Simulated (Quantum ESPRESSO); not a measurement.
**Magnetic state of Sb2Pd from several starts**

Wanted: the moments of Sb2Pd and the energy of each order that was tried.

Method: LDA; plane waves with GBRV 1.5 LDA potentials, no spin-orbit coupling, in Quantum ESPRESSO 7.5.

This is a report of a sequence of runs, with most program output left out.

## (1) The starting structure

The structure is cubic, space group Pa-3 (No. 205). Conventional cell: a = 6.458 Å, b = 6.458 Å, c = 6.458 Å, α = 90.00°, β = 90.00°, γ = 90.00°. Sb has 3 Pd at 2.67 Å and 1 Sb at 2.89 Å nearest. Nearest to Pd lie 6 Sb at 2.67 Å. Farther neighbours are not listed.

The cell comes from the Crystallography Open Database.

## (2) Run 1, typed as ferro ++++

The signs are those of the starting moments on the seeded atoms, the atoms that are given a moment.

Input file pw.in:

```
&CONTROL
  calculation = 'scf'
  prefix = 'pwscf'
  outdir = './tmp'
  pseudo_dir = './pseudo'
  disk_io = 'nowf'
/
&SYSTEM
  ibrav = 0
  celldm(1) = 8
  nat = 12
  ntyp = 2
  ecutwfc = 40
  ecutrho = 280
  nbnd = 113
  occupations = 'smearing'
  smearing = 'fd'
  degauss = 0.00734986
  nspin = 2
  starting_magnetization(1) = 0
  starting_magnetization(2) = 0.0375
/
&ELECTRONS
  conv_thr = 2.4d-08
  electron_maxstep = 150
  mixing_beta = 0.3
/
ATOMIC_SPECIES
Sb    121.7600 sb_lda_v1.4.uspp.F.UPF
Pd    106.4200 pd_lda_v1.4.uspp.F.UPF
CELL_PARAMETERS alat
   1.5255759004104    0.0000000000000    0.0000000000000
   0.0000000000000    1.5255759004104    0.0000000000000
   0.0000000000000    0.0000000000000    1.5255759004104
ATOMIC_POSITIONS crystal
Sb      0.3710000000    0.3710000000    0.3710000000
Sb      0.1290000000    0.6290000000    0.8710000000
Sb      0.8710000000    0.1290000000    0.6290000000
Sb      0.6290000000    0.8710000000    0.1290000000
Sb      0.6290000000    0.6290000000    0.6290000000
Sb      0.8710000000    0.3710000000    0.1290000000
Sb      0.1290000000    0.8710000000    0.3710000000
Sb      0.3710000000    0.1290000000    0.8710000000
Pd      0.0000000000    0.0000000000    0.0000000000
Pd      0.5000000000    0.0000000000    0.5000000000
Pd      0.5000000000    0.5000000000    0.0000000000
Pd      0.0000000000    0.5000000000    0.5000000000
K_POINTS automatic
4 4 4 0 0 0
```

Started as:

```console
> OMP_NUM_THREADS=1 mpirun -n 4 pw.x -nk 4 -in pw.in > pw.out
```

It took 2.6 min on 4 MPI ranks of Arm Neoverse V2, shared host; peak memory 1.4 GiB; 10 min of CPU time.

The spin moment in the atom's sphere vanishes on all atoms.

Numbers from this step:

```yaml
smearing_term_ts: 0.09266 eV
magnetization: 0 μB
absolute_magnetization: 0 μB
final_state: non-magnetic
```

Valence density in the ac plane at fractional y = 0.000, with atoms of Pd within 0.2 Å of it. It is the smooth field of the valence electrons, not physical close to the nuclei.

Values in units of 1e0 e/Å³, 10 rows by 16 columns, each cell a mean:
```
6.2 4.1 0.8 0.3 0.4 0.6 0.6 0.5 0.3 0.2 0.2 0.1 0.2 0.4 2.1 6.3
0.8 0.5 0.2 0.2 0.4 0.7 0.8 0.5 0.3 0.1 0.1 0.1 0.1 0.2 0.4 0.7
0.2 0.1 0.1 0.1 0.2 0.3 0.4 0.3 0.2 0.2 0.1 0.1 0.2 0.4 0.4 0.4
0.3 0.1 0.1 0.1 0.1 0.2 0.6 1.4 1.8 0.9 0.3 0.3 0.4 0.8 0.8 0.5
0.3 0.3 0.2 0.2 0.2 0.5 2.8 7.0 4.3 5.6 1.0 0.3 0.3 0.5 0.5 0.4
0.4 0.6 0.6 0.5 0.3 0.5 2.0 6.4 6.1 4.1 0.8 0.2 0.1 0.2 0.2 0.3
0.4 0.7 0.8 0.5 0.3 0.2 0.3 0.7 0.8 0.5 0.3 0.2 0.1 0.1 0.1 0.2
0.3 0.4 0.3 0.2 0.1 0.1 0.1 0.2 0.3 0.4 0.4 0.3 0.2 0.1 0.1 0.2
1.8 0.9 0.3 0.2 0.1 0.1 0.1 0.2 0.4 0.7 0.9 0.6 0.3 0.3 0.5 1.5
4.2 5.7 1.0 0.3 0.2 0.2 0.3 0.3 0.4 0.5 0.5 0.4 0.3 0.5 2.8 7.1
```
Columns run along a (6.5 Å), rows up along c (6.5 Å). Atoms in or near the plane, at fractional coordinates: Pd at (0.00, 0.00), Pd at (0.50, 0.50).

## (3) Start 2: antiferro ++−−

pw.in, as its differences from that of step 2:

```diff
@@ -11,6 +11,6 @@
   nat = 12
-  ntyp = 2
+  ntyp = 3
   ecutwfc = 40
   ecutrho = 280
-  nbnd = 113
+  nbnd = 112
   occupations = 'smearing'
@@ -21,2 +21,3 @@
   starting_magnetization(2) = 0.0375
+  starting_magnetization(3) = -0.0375
 /
@@ -29,3 +30,4 @@
 Sb    121.7600 sb_lda_v1.4.uspp.F.UPF
-Pd    106.4200 pd_lda_v1.4.uspp.F.UPF
+Pd1   106.4200 pd_lda_v1.4.uspp.F.UPF
+Pd2   106.4200 pd_lda_v1.4.uspp.F.UPF
 CELL_PARAMETERS alat
@@ -43,6 +45,6 @@
 Sb      0.3710000000    0.1290000000    0.8710000000
-Pd      0.0000000000    0.0000000000    0.0000000000
-Pd      0.5000000000    0.0000000000    0.5000000000
-Pd      0.5000000000    0.5000000000    0.0000000000
-Pd      0.0000000000    0.5000000000    0.5000000000
+Pd1     0.0000000000    0.0000000000    0.0000000000
+Pd1     0.5000000000    0.0000000000    0.5000000000
+Pd2     0.5000000000    0.5000000000    0.0000000000
+Pd2     0.0000000000    0.5000000000    0.5000000000
 K_POINTS automatic
```

It took 6.5 min on 4 MPI ranks; peak memory 1.8 GiB; 26 min of CPU time.

The spin moment in the atom's sphere vanishes on all atoms.

This step gave:

```
smearing term TS       : 0.09266 eV
magnetization          : 0 μB
absolute magnetization : 0 μB
final state            : non-magnetic
```

Valence density in the ac plane at fractional y = 0.000, with atoms of Pd within 0.2 Å of it. It is the smooth field of the valence electrons, not physical close to the nuclei.

Ten steps, logarithmic in the rise over the least value, from '_' (-0.54 × 1e0 e/Å³) to '@' (8.91 × 1e0 e/Å³), each cell a mean:
```
@@@@**++==++++++++++==========++%%@@
%%##++++++++++++++============++**%%
++++====++++++++++==============++++
==========++++++++==============++++
============++++==============++++++
==============++++++========++++++++
==============++**##**++==++++**++++
++==========++##@@@@%%**++++++++++++
++++========++%%@@__@@##++====++++++
++++++++++++++%%@@@@@@**++==========
++++++++++++++**%%%%##++============
++++**++++====++++++++++============
==++++++============++==============
==++++==============++++++==========
++++==============++++++++++======++
##**++============++++**++++==++++**
@@%%**============++++++++++++++##@@
__@@##++========++++++++++====++%%@@
```
Columns run along a (6.5 Å), rows up along c (6.5 Å). Atoms in or near the plane, at fractional coordinates: Pd at (0.00, 0.00), Pd at (0.50, 0.50).

## (4) Start 3: ferri +++−

pw.in, as its differences from that of step 3:

```diff
@@ -47,3 +47,3 @@
 Pd1     0.5000000000    0.0000000000    0.5000000000
-Pd2     0.5000000000    0.5000000000    0.0000000000
+Pd1     0.5000000000    0.5000000000    0.0000000000
 Pd2     0.0000000000    0.5000000000    0.5000000000
```

Elapsed: 3.4 min, on 4 MPI ranks; peak memory 1.5 GiB; 14 min of CPU time.

The spin moment in the atom's sphere vanishes on all atoms.

This step gave:

```
smearing term TS       : 0.09266 eV
magnetization          : 0 μB
absolute magnetization : 0 μB
final state            : non-magnetic
```

## (5) Ranking

An order is kept where moments of 0.15 μB or more survive with the typed signs; meshes match where a doubled cell samples the same k points as the first cell.

Orders:

| start | final state | typed order kept | energy over the lowest (meV a seeded atom) | largest site moment (μB) | net moment (μB a cell of the first run) | mesh matched | CPU time (s) |
| --- | --- | --- | --- | --- | --- | --- | --- |
| ferro ++++ | non-magnetic | no | 0 | 0 | 0 | yes | 616.8 |
| antiferro ++-- | non-magnetic | no | 0 | 0 | 0 | yes | 1555 |
| ferri +++- | non-magnetic | no | 0 | 0 | 0 | yes | 823.5 |

## (6) What came out

- lowest state found: non-magnetic (from ferro ++++, antiferro ++-- and ferri +++-)
- largest site moment: 0 μB

The lowest state carries no moment, and no start kept one. This is the lowest of 3 collinear or spinless starts, no proof of the ground state. Energies are free energies at an electronic temperature of 1160 K, which lowers moments and differences where the moments are itinerant.

[Logs and program files are shortened in this print: banners, set-up blocks, solver, clock and traceback lines can be left out without a mark of their own.]

[Logs are printed without paths, hosts, clocks, repeated set-up lines and the standing remarks that a program may print on its own settings, such as how far it seeks lower states.]

[Hosts, paths, dates, database ids (printed as entryN), source tags and the programs' standing remarks are cut or masked in the printed files.]

[Where a cell is said to come from a database of computed structures, the database is the Materials Project.]
